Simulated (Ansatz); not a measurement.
An input for Ansatz 0.2.0 (InP (F-43m)):

```yaml
crystal:
  lattice:
    - [0.0, 2.93435, 2.93435]
    - [2.93435, 0.0, 2.93435]
    - [2.93435, 2.93435, 0.0]
  atoms:
    - { symbol: In, position: [0.0, 0.0, 0.0] }
    - { symbol: P, position: [0.25, 0.25, 0.25] }
  host: atoms
kpoints:
  mp_grid: { grid: [4, 4, 4] }
  band_path:
    path:
      - [0.0, 0.0, 0.0]
      - [-0.5, -0.5, 0.0]
      - [-0.375, -0.375, 0.25]
      - [-0.375, 0.0, 0.375]
      - [0.0, 0.0, 0.5]
      - [-0.5, -0.25, 0.25]
    npoints: 1
hamiltonian:
  xc:
    exchange: pbe
    correlation: pbe
    exx: { coeff: inverse_dielectric }
  pseudopotentials: { kind: paw, azcp: { folder: soft_1 } }
scf:
  occupations: { method: fixed }
  n_extra_bands: 4
output:
  eigenvalues: true
```

```sh
ansatz run input.yaml --threads 3 --pin off --max-ram 92160MiB --backend cuda --events-out ev --progress --plain --runs-dir out --devices 1 --max-vram 13GiB
```

Q: Estimate wall time and host memory on 1 × NVIDIA H100 80GB HBM3 (shared by 6 runs) with 3 threads of AMD EPYC 7R13 (Zen 3), shared host.

It took 16 s; on shared hardware allow 8 s to 32 s. Peak host memory was 1.1 GiB. The sizes that set the cost: 965 plane waves a state, 8 irreducible k points and 11 SCF cycles.

Exact exchange couples every pair of k points and filled bands, so it costs far more than a semilocal run.

[Paths, hosts, dates, memory and timing lines, banners, echoed tables and standing remarks are left out of the program output.]

[Logs are printed without paths, hosts, clocks, repeated set-up lines and the standing remarks that a program may print on its own settings, such as how far it seeks lower states.]

[Runs of the session that timed out or met a known fault of the program may be left out.]

[Cells called generated may have been cut or substituted from an entry of the Crystallography Open Database or the Materials Project.]

[Hosts, paths, dates, database ids (printed as entryN), source tags and the programs' standing remarks are cut or masked in the printed files.]
